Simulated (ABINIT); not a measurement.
Entries from a set of simulations; values are calculated unless marked as measured.

```
A GW chain in ABINIT: Selenium (P3_121, 3 atoms a cell)
1.0
     4.36620    0.00000    0.00000
    -2.18310    3.78124    0.00000
     0.00000    0.00000    4.95360
Se
3
Direct
  0.22540 0.00000 0.33333
  0.00000 0.22540 0.66667
  0.77460 0.77460 0.00000
# method: RPA screening on PBE, plane waves, norm-conserving pseudopotentials (and 2 further levels or steps)
# program: ABINIT 10.8.3
# settings: cutoff 48 Ha, PseudoDojo scalar-relativistic 0.4 stringent, norm-conserving, ngkpt (3, 3, 2), nband 97, ecuteps 4 Ha, inclvkb 2, shiftk (0, 0, 0), symchi 1, awtr 1, frequency ppm, 3×3×2 k-mesh
# cost: 5 runs, 4.6 min in all on 4 MPI ranks of Intel Xeon 6975P-C (Granite Rapids), shared host
# notes: The program’s warnings: nkpt*nsppol () is not a multiple of nproc spkpt (). The cell and positions come from the Crystallography Open Database and are kept as given unless a step says otherwise. Limits: no spin-orbit coupling. Local fields lower the RPA ε∞ on this mesh from 17.81 to 15.65; a Γ-centred mesh this coarse tends to raise both, most where the direct gap is narrow, while a short band sum lowers them. The 3×3×2 mesh is coarse for this cell, which bears on the long-range parts of exchange and screening.
# PBE gap: 1.04 eV, indirect
# G0W0 gap on the mesh: 1.92 eV
# G0W0 gap over the zone (rigid shift): 1.69 eV
# GW settings: 3×3×2 mesh, 97 bands, screening to 108.8 eV, Godby-Needs plasmon pole
# known limits: short of the basis limit; no spin-orbit coupling; coarse k mesh
```

[Long decimals in the printed logs are rounded to 6 places.]

[Logs are printed without paths, hosts, clocks, repeated set-up lines and the standing remarks that a program may print on its own settings, such as how far it seeks lower states.]

[Paths, hosts, dates, memory and timing lines, banners, echoed tables and standing remarks are left out of the program output; an Ansatz launch command may be rebuilt from the run's recorded settings. Measured values are a selection of at most five: reports struck by readers or far from the other reports are left out. None is set beside runs whose start may be inverted or whose files or cutoffs have a known fault.]

[Runs of the session that timed out or met a known fault of the program may be left out.]

[Hosts, paths, dates, database ids (printed as entryN), source tags and the programs' standing remarks are cut or masked in the printed files.]

[G0W0 gaps are taken among the corrected bands and points alone; a level outside them can change the order at an edge.]

[Where Ansatz stands beside ABINIT at settings called matched, ABINIT's density can come from a denser mesh and the files from another edition; pairs whose starting gaps differed by over 0.03 eV were left out, so agreement reads better than it is.]
